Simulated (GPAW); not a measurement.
# Li (Lithium, Im-3m): the Li K absorption edge, part 3 of 3

How does the Li K edge of Li (Lithium, Im-3m) move when the bonds are compressed or stretched?

GPAW 26.7.0; X-ray absorption from dipole matrix elements to empty bands, plane-wave PAW PBE.

So far. Step 4 (Spectrum with XCH, Li atom 1): The total-energy difference is 58.26 eV. One term is added: -3.34 eV, since the hole is spin-paired here and a spin-polarised one costs that much less in the free atom (computed apart). The photon energy is then 54.92 eV. The tabulated edge of the element is 54.7 eV. The functional leaves an error of a few eV in such absolute values. Step 6 (Spectrum with XCH, Li atom 1): This run also has another mesh (7×7×7 against 6×6×6), so the 20 % r.m.s.

**8. Spectrum with XCH, Li atom 1**

Shorter bonds are expected to push antibonding states and scattering resonances up, and longer ones down; the cell is scaled to test that.

Changed against the first core-hole run: volume scale from 1 to 0.97.

Contents of xas.py:

```python
import numpy as np
from ase import Atoms
from ase.parallel import parprint, paropen
from gpaw import GPAW, PW, FermiDirac, Mixer, MixerDif, setup_paths
from gpaw.test import gen
setup_paths.insert(0, '.')
gen('Li', name='fch1s', xcname='PBE', corehole=(1, 0, 1), write_xml=True)
from gpaw.mpi import world
world.barrier()

atoms = Atoms('Li8',
    cell=[[-3.4738501, 3.4738501, 3.4738501],
     [3.4738501, -3.4738501, 3.4738501],
     [3.4738501, 3.4738501, -3.4738501]],
    scaled_positions=[[0, 0, 0],
     [0, 0, 0.5],
     [0, 0.5, 0],
     [0.5, 0, 0],
     [0, 0.5, 0.5],
     [0.5, 0, 0.5],
     [0.5, 0.5, 0],
     [0.5, 0.5, 0.5]],
    pbc=True)
atoms.calc = calc = GPAW(legacy_gpaw=True, mode=PW(500), xc='PBE', setups={0: 'fch1s'},
    kpts={'size': (5, 5, 5), 'gamma': True}, occupations=FermiDirac(0.1),
    charge=-1, mixer=Mixer(0.1, 5, 50), maxiter=150,
    convergence={'density': 0.0001}, txt='scf.txt')
energy = atoms.get_potential_energy() + calc.get_reference_energy()
ef = calc.get_fermi_level()
out = dict(energy=energy, fermi=ef, forces=atoms.get_forces().tolist())
parprint(f'all-electron energy {energy:.4f} eV, Fermi level {ef:.4f} eV')
ev = np.array([[calc.get_eigenvalues(k, s) for k in range(len(calc.get_ibz_k_points()))] for s in range(calc.get_number_of_spins())])
out['homo'], out['lumo'], out['counts'] = ev[ev < ef].max(), ev[ev > ef].min(), sorted(set((ev < ef).sum((0, 2)).tolist()))
out['filled'] = (ev[:, 0] < ef).sum(1).tolist()

from ase.units import Ha
from gpaw.xas import dipole_matrix_elements
nb = int(calc.get_number_of_electrons() / 2) + 103
top, nb = nb, nb + 8 + nb // 12
nscf = calc.fixed_density(kpts={'size': (6, 6, 6), 'gamma': True}, nbands=nb,
    convergence={'bands': top, 'eigenstates': 1e-5}, maxiter=60, txt='nscf.txt')
cell = atoms.cell.array
ops = [cell.T @ U.T @ np.linalg.inv(cell.T) for U in nscf.wfs.kd.symmetry.op_scc]
E = np.arange(-6, 34, 0.1)
fwhm = np.interp(E, [4, 25], [0.9, 3.5])
Y, X, zero, highest = 0, 0, 1e9, 1e9
for spin in range(nscf.get_number_of_spins()):
    wfs = nscf.wfs
    A = dipole_matrix_elements(wfs.setups[0])
    eps = np.zeros((wfs.kd.nibzkpts, nb))
    d = np.zeros((3, A.shape[1], wfs.kd.nibzkpts, nb), complex)
    for kpt in wfs.kpt_u:
        if kpt.s == spin and 0 in kpt.P_ani:
            eps[kpt.k] = kpt.eps_n * Ha
            d[:, :, kpt.k] = (kpt.weight * wfs.nspins / 2) ** 0.5 * np.inner(A, kpt.P_ani[0])
    world.sum(eps)
    world.sum(d)
    T = np.einsum('amkn,bmkn->abkn', d, d.conj()).real
    T = sum(np.einsum('ai,ijkn,bj->abkn', R, T, R) for R in ops) / len(ops)
    empty = eps > ef
    zero, highest = min(zero, eps[empty].min()), min(highest, eps[:, top - 1].min())
    lines = [(eps, T, empty)] if spin == 0 else lines + [(eps, T, empty)]
for eps, T, empty in lines:
    f = np.einsum('aakn->akn', T).reshape(3, -1)
    x = eps.ravel() - zero
    w = np.interp(x, E, fwhm) / 2.35482
    g = np.exp(-0.5 * ((E[:, None] - x) / w) ** 2) / (w * (2 * np.pi) ** 0.5)
    Y = Y + (f * empty.ravel()) @ g.T
    X = X + (f * ~empty.ravel()) @ g.T
out.update(E=E.round(2).tolist(), xas=Y.tolist(), xes=X.tolist(), zero=zero, valid=highest - zero, nk=len(eps), nb=nb)
for i in range(0, len(E), 10):
    parprint(f'{E[i]:7.2f}', *(f'{v:10.3e}' for v in Y[:, i]))
import json
with paropen('out.json', 'w') as f:
    json.dump(out, f)
```

The run is started by

```bash
$ OMP_NUM_THREADS=1 mpirun -n 2 gpaw python xas.py
```

Numbers of over 12 decimals in the logs are rounded to 6 here.

Output:

```text
Input parameters:
  charge: -1
  convergence: {density: 0.0001}
  kpts: {gamma: True,
         size: (5, 5, 5)}
  maxiter: 150
  mixer: {backend: pulay,
          beta: 0.1,
          method: separate,
          nmaxold: 5,
          weight: 50}
  mode: {ecut: 500.0,
         name: pw}
  occupations: {fixmagmom: False,
                name: fermi-dirac,
                width: 0.1}
  setups: {0: fch1s}
  xc: PBE

[...]
*p    :     0.628363
*d    :     0.000000
--------------------------------

Diagonalizing with gridspacing h=0.050

state   all-electron     PAW
-------------------------------
2s:      -0.455748    -0.455768
2p:      -0.371637    -0.371747
*d:                   -0.094387
*f:                   -0.020949
-------------------------------
all-electron energy -1579.2660 eV, Fermi level 0.2790 eV
[...]
32.00  1.178e-03  1.178e-03  1.178e-03
  33.00  1.190e-03  1.190e-03  1.190e-03
[key lines of the parts left out:]
Converged after 13 iterations.
Dipole moment: (-0.000000, 0.000000, 0.000000) |e|*Ang
Free energy:    -25.434295
Fermi level: 0.27904
```

Wall time 89 s (2 MPI ranks of Arm Neoverse V1, shared host); peak memory 0.33 GiB; 3 min of CPU time.

| E (eV) | first run | this run |
| --- | --- | --- |
| -2.0 | 0.00 | 0.00 |
| -1.0 | 0.00 | 0.00 |
| 0.0 | 0.48 | 0.47 |
| 1.0 | 0.86 | 0.86 |
| 2.0 | 1.09 | 1.03 |
| 3.0 | 0.95 | 1.05 |
| 4.0 | 0.91 | 0.82 |
| 5.0 | 1.86 | 1.80 |
| 6.0 | 1.16 | 1.17 |
| 7.0 | 1.52 | 1.39 |
| 8.0 | 2.01 | 2.02 |
| 9.0 | 1.25 | 1.43 |
| 10.0 | 1.00 | 1.00 |
| 11.0 | 1.04 | 1.02 |
| 12.0 | 0.90 | 0.97 |
| 13.0 | 0.59 | 0.68 |
| 14.0 | 0.45 | 0.47 |
| 15.0 | 0.60 | 0.53 |
| 16.0 | 0.78 | 0.73 |
| 17.0 | 0.81 | 0.81 |
| 18.0 | 0.78 | 0.79 |
| 19.0 | 0.72 | 0.73 |
| 20.0 | 0.68 | 0.68 |
| 21.0 | 0.66 | 0.66 |
| 22.0 | 0.63 | 0.64 |
| 23.0 | 0.60 | 0.60 |
| 24.0 | 0.61 | 0.58 |
| 25.0 | 0.64 | 0.61 |
| 26.0 | 0.67 | 0.65 |
| 27.0 | 0.66 | 0.66 |
| 28.0 | 0.58 | 0.62 |
| 29.0 | 0.50 | 0.54 |
| 30.0 | 0.46 | 0.47 |
| 31.0 | 0.45 | 0.44 |
| 32.0 | 0.45 | 0.44 |

The scaled spectrum changes by 7 % r.m.s. The highest intensity below 16 eV goes from 7.9 eV (2.03) to 8.1 eV (2.03).

The photon energy of the zero moves by -0.08 eV.

**9. Supercell without a hole, the energy reference**

The cell changes for the next run, so it gets a reference energy of its own.

The cell differs from the one that the last finished run ended in (a 6.017 → 6.255 Å, b 6.017 → 6.255 Å, c 6.017 → 6.255 Å).

Contents of scf.py:

```python
import numpy as np
from ase import Atoms
from ase.parallel import parprint, paropen
from gpaw import GPAW, PW, FermiDirac, Mixer, MixerDif, setup_paths
from gpaw.test import gen
setup_paths.insert(0, '.')
gen('Li', name='nch1s', xcname='PBE', corehole=(1, 0, 0), write_xml=True)
from gpaw.mpi import world
world.barrier()

atoms = Atoms('Li8',
    cell=[[-3.61156966, 3.61156966, 3.61156966],
     [3.61156966, -3.61156966, 3.61156966],
     [3.61156966, 3.61156966, -3.61156966]],
    scaled_positions=[[0, 0, 0],
     [0, 0, 0.5],
     [0, 0.5, 0],
     [0.5, 0, 0],
     [0, 0.5, 0.5],
     [0.5, 0, 0.5],
     [0.5, 0.5, 0],
     [0.5, 0.5, 0.5]],
    pbc=True)
atoms.calc = calc = GPAW(legacy_gpaw=True, mode=PW(500), xc='PBE', setups={0: 'nch1s'},
    kpts={'size': (5, 5, 5), 'gamma': True}, occupations=FermiDirac(0.1),
    charge=0, mixer=Mixer(0.1, 5, 50), maxiter=150,
    convergence={'density': 0.0001}, txt='scf.txt')
energy = atoms.get_potential_energy() + calc.get_reference_energy()
ef = calc.get_fermi_level()
out = dict(energy=energy, fermi=ef, forces=atoms.get_forces().tolist())
parprint(f'all-electron energy {energy:.4f} eV, Fermi level {ef:.4f} eV')
ev = np.array([[calc.get_eigenvalues(k, s) for k in range(len(calc.get_ibz_k_points()))] for s in range(calc.get_number_of_spins())])
out['homo'], out['lumo'], out['counts'] = ev[ev < ef].max(), ev[ev > ef].min(), sorted(set((ev < ef).sum((0, 2)).tolist()))
out['filled'] = (ev[:, 0] < ef).sum(1).tolist()
import json
with paropen('out.json', 'w') as f:
    json.dump(out, f)
```

The run is started by

```bash
$ OMP_NUM_THREADS=1 mpirun -n 2 gpaw python scf.py
```

Output:

```text
Input parameters:
  convergence: {density: 0.0001}
  kpts: {gamma: True,
         size: (5, 5, 5)}
  maxiter: 150
  mixer: {backend: pulay,
          beta: 0.1,
          method: separate,
          nmaxold: 5,
          weight: 50}
  mode: {ecut: 500.0,
         name: pw}
  occupations: {fixmagmom: False,
                name: fermi-dirac,
                width: 0.1}
  setups: {0: nch1s}
  xc: PBE

Initialize ...

[...]
--------------------------------
2s(1) :    -0.105634     0.996748
*s    :     0.894366
2p(0) :    -0.040062     0.995801
*p    :     0.959938
*d    :     0.000000
--------------------------------

Diagonalizing with gridspacing h=0.050

state   all-electron     PAW
-------------------------------
2s:      -0.105634    -0.105613
2p:      -0.040062    -0.039956
*d:                    0.026585
*f:                    0.060870
-------------------------------
all-electron energy -1637.3148 eV, Fermi level -0.0109 eV
[key lines of the parts left out:]
Converged after 9 iterations.
Dipole moment: (-0.000000, 0.000000, 0.000000) |e|*Ang
Free energy:    -15.094147
Fermi level: -0.01090
```

Elapsed: 8.1 s, on 2 MPI ranks; peak memory 0.24 GiB; 16 s of CPU time.

Reference energy: -1637.315 eV with the cores included.

**10. Spectrum with XCH, Li atom 1**

Shorter bonds are expected to push antibonding states and scattering resonances up, and longer ones down; the cell is scaled to test that.

Changed against the first core-hole run: volume scale from 1 to 1.09.

Edit xas.py of step 8 so:

```diff
@@ -11,5 +11,5 @@
 atoms = Atoms('Li8',
-    cell=[[-3.4738501, 3.4738501, 3.4738501],
-     [3.4738501, -3.4738501, 3.4738501],
-     [3.4738501, 3.4738501, -3.4738501]],
+    cell=[[-3.61156966, 3.61156966, 3.61156966],
+     [3.61156966, -3.61156966, 3.61156966],
+     [3.61156966, 3.61156966, -3.61156966]],
     scaled_positions=[[0, 0, 0],
@@ -37,3 +37,3 @@
 from gpaw.xas import dipole_matrix_elements
-nb = int(calc.get_number_of_electrons() / 2) + 103
+nb = int(calc.get_number_of_electrons() / 2) + 115
 top, nb = nb, nb + 8 + nb // 12
```

The run is started by

```bash
$ OMP_NUM_THREADS=1 mpirun -n 2 gpaw python xas.py
```

Output:

```text
Input parameters:
  charge: -1
  convergence: {density: 0.0001}
  kpts: {gamma: True,
         size: (5, 5, 5)}
  maxiter: 150
  mixer: {backend: pulay,
          beta: 0.1,
          method: separate,
          nmaxold: 5,
          weight: 50}
  mode: {ecut: 500.0,
         name: pw}
  occupations: {fixmagmom: False,
                name: fermi-dirac,
                width: 0.1}
  setups: {0: fch1s}
  xc: PBE

[...]
*p    :     0.628363
*d    :     0.000000
--------------------------------

Diagonalizing with gridspacing h=0.050

state   all-electron     PAW
-------------------------------
2s:      -0.455748    -0.455768
2p:      -0.371637    -0.371747
*d:                   -0.094387
*f:                   -0.020949
-------------------------------
all-electron energy -1578.8299 eV, Fermi level -0.0112 eV
[...]
32.00  1.178e-03  1.178e-03  1.178e-03
  33.00  1.062e-03  1.062e-03  1.062e-03
[key lines of the parts left out:]
Converged after 13 iterations.
Dipole moment: (-0.000000, 0.000000, 0.000000) |e|*Ang
Free energy:    -25.002156
Fermi level: -0.01125
```

It took 2.1 min on 2 MPI ranks; peak memory 0.38 GiB; 4.2 min of CPU time.

| E (eV) | first run | this run |
| --- | --- | --- |
| -2.0 | 0.00 | 0.00 |
| -1.0 | 0.00 | 0.00 |
| 0.0 | 0.48 | 0.49 |
| 1.0 | 0.86 | 0.90 |
| 2.0 | 1.09 | 1.24 |
| 3.0 | 0.95 | 0.76 |
| 4.0 | 0.91 | 1.26 |
| 5.0 | 1.86 | 1.67 |
| 6.0 | 1.16 | 1.29 |
| 7.0 | 1.52 | 1.90 |
| 8.0 | 2.01 | 1.62 |
| 9.0 | 1.25 | 1.03 |
| 10.0 | 1.00 | 1.06 |
| 11.0 | 1.04 | 0.97 |
| 12.0 | 0.90 | 0.61 |
| 13.0 | 0.59 | 0.44 |
| 14.0 | 0.45 | 0.58 |
| 15.0 | 0.60 | 0.79 |
| 16.0 | 0.78 | 0.84 |
| 17.0 | 0.81 | 0.79 |
| 18.0 | 0.78 | 0.73 |
| 19.0 | 0.72 | 0.69 |
| 20.0 | 0.68 | 0.68 |
| 21.0 | 0.66 | 0.65 |
| 22.0 | 0.63 | 0.64 |
| 23.0 | 0.60 | 0.66 |
| 24.0 | 0.61 | 0.70 |
| 25.0 | 0.64 | 0.69 |
| 26.0 | 0.67 | 0.63 |
| 27.0 | 0.66 | 0.55 |
| 28.0 | 0.58 | 0.49 |
| 29.0 | 0.50 | 0.47 |
| 30.0 | 0.46 | 0.47 |
| 31.0 | 0.45 | 0.46 |
| 32.0 | 0.45 | 0.43 |

The scaled spectrum changes by 18 % r.m.s. A shift of -0.4 eV leaves 11 %. The highest intensity below 16 eV goes from 7.9 eV (2.03) to 7.4 eV (2.03).

The photon energy of the zero moves by +0.22 eV.

**11. The volumes side by side**

| volume | nearest distance (Å) | shift of the zero (eV) | maximum 1 (eV above own zero) | maximum 2 (eV above own zero) | maximum 3 (eV above own zero) | maximum 4 (eV above own zero) |
| --- | --- | --- | --- | --- | --- | --- |
| 0.91 | 2.945 | -0.25 | 2.6 | 5.4 | 8.5 | 11.9 |
| 0.97 | 3.008 | -0.08 | 2.6 | 5.1 | 8.1 | 11.4 |
| 1 | 3.039 | +0.00 | 2.5 | 5.0 | 7.9 | 11.1 |
| 1.09 | 3.128 | +0.22 | 2.3 | 4.7 | 7.4 | 10.3 |

The curves, each shifted by its zero's change so that they share one photon-energy axis, counted from the zero at V × 1:

| E (eV) | V × 0.91 | V × 0.97 | V × 1 | V × 1.09 |
| --- | --- | --- | --- | --- |
| -2.0 | 0.00 | 0.00 | 0.00 | 0.00 |
| -1.0 | 0.03 | 0.01 | 0.00 | 0.00 |
| 0.0 | 0.81 | 0.56 | 0.48 | 0.26 |
| 1.0 | 0.80 | 0.82 | 0.86 | 0.97 |
| 2.0 | 1.15 | 1.08 | 1.09 | 1.10 |
| 3.0 | 0.88 | 0.94 | 0.95 | 1.01 |
| 4.0 | 0.82 | 0.88 | 0.91 | 1.00 |
| 5.0 | 1.72 | 1.83 | 1.86 | 1.87 |
| 6.0 | 1.17 | 1.15 | 1.16 | 1.23 |
| 7.0 | 1.30 | 1.44 | 1.52 | 1.74 |
| 8.0 | 1.93 | 2.02 | 2.01 | 1.83 |
| 9.0 | 1.63 | 1.36 | 1.25 | 1.06 |
| 10.0 | 1.02 | 1.00 | 1.00 | 1.04 |
| 11.0 | 0.99 | 1.03 | 1.04 | 1.03 |
| 12.0 | 1.00 | 0.95 | 0.90 | 0.68 |
| 13.0 | 0.81 | 0.66 | 0.59 | 0.45 |
| 14.0 | 0.54 | 0.46 | 0.45 | 0.53 |
| 15.0 | 0.47 | 0.54 | 0.60 | 0.76 |
| 16.0 | 0.63 | 0.74 | 0.78 | 0.84 |
| 17.0 | 0.77 | 0.81 | 0.81 | 0.81 |
| 18.0 | 0.79 | 0.78 | 0.78 | 0.74 |
| 19.0 | 0.75 | 0.73 | 0.72 | 0.69 |
| 20.0 | 0.70 | 0.68 | 0.68 | 0.68 |
| 21.0 | 0.66 | 0.66 | 0.66 | 0.65 |
| 22.0 | 0.64 | 0.63 | 0.63 | 0.64 |
| 23.0 | 0.61 | 0.60 | 0.60 | 0.66 |
| 24.0 | 0.57 | 0.59 | 0.61 | 0.69 |
| 25.0 | 0.56 | 0.61 | 0.64 | 0.70 |
| 26.0 | 0.59 | 0.65 | 0.67 | 0.65 |
| 27.0 | 0.63 | 0.66 | 0.66 | 0.57 |
| 28.0 | 0.65 | 0.62 | 0.58 | 0.50 |
| 29.0 | 0.61 | 0.54 | 0.50 | 0.47 |
| 30.0 | 0.53 | 0.47 | 0.46 | 0.47 |
| 31.0 | 0.46 | 0.44 | 0.45 | 0.47 |
| 32.0 | 0.42 | 0.44 | 0.45 | 0.44 |

**12. What came out**

| Quantity | Value |
| --- | --- |
| absorber and edge | Li K, atom 1 of the ground-state input (counted from 1) |
| surroundings | 8 Li at 3.04 Å and 6 Li at 3.51 Å (cube and octahedron, as in bcc, site symmetry m-3m) |
| highest intensity below 16 eV | 7.9 eV above the zero, height 2.03 |
| photon energy of the zero, with the added terms | 54.9 eV (raw 58.3 eV; uncertain by a few eV) |

What this shows: From V × 0.91 to V × 1.09 the nearest distance grows by 0.183 Å and the zero moves by +0.47 eV. Above their own zero, the maxima move from 2.6 to 2.3 eV, from 5.4 to 4.7 eV, from 8.5 to 7.4 eV and from 11.9 to 10.3 eV. The one highest in energy moves most, in the direction that the rule ΔE·R² ≈ constant for scattering resonances gives. The meshes differ between volumes, which adds to the changes. The Li K edge of atom 1, with 8 Li at 3.04 Å and 6 Li at 3.51 Å (cube and octahedron, as in bcc, site symmetry m-3m), has its highest intensity of the first 16 eV at 7.9 eV above the zero, near 63 eV in photon energy (uncertain by a few eV), 2.0 times the mean level of the first 20 eV (Gaussian full width 0.9 eV up to 4 eV, rising linearly to 3.5 eV at 25 eV). The holes are only 6.1 Å apart, so the shape is probably not converged with cell size; no larger cell was run here. The structure is a published determination, not relaxed.

[Banner, clock and machine lines of the logs are left out without a mark of their own.]

[Logs are printed without paths, hosts, clocks, repeated set-up lines and the standing remarks that a program may print on its own settings, such as how far it seeks lower states.]

[Hosts, paths, dates, database ids (printed as entryN), source tags and the programs' standing remarks are cut or masked in the printed files.]

[Lists of maxima count a maximum above −3 eV only where it reaches 4 % of the highest in the window and stands out from its surroundings by 2 % of it (1.5 % where it reaches 55 %); shoulders and weaker maxima are passed over, and of the rest the first, up to two pre-edge ones and the few strongest are named.]
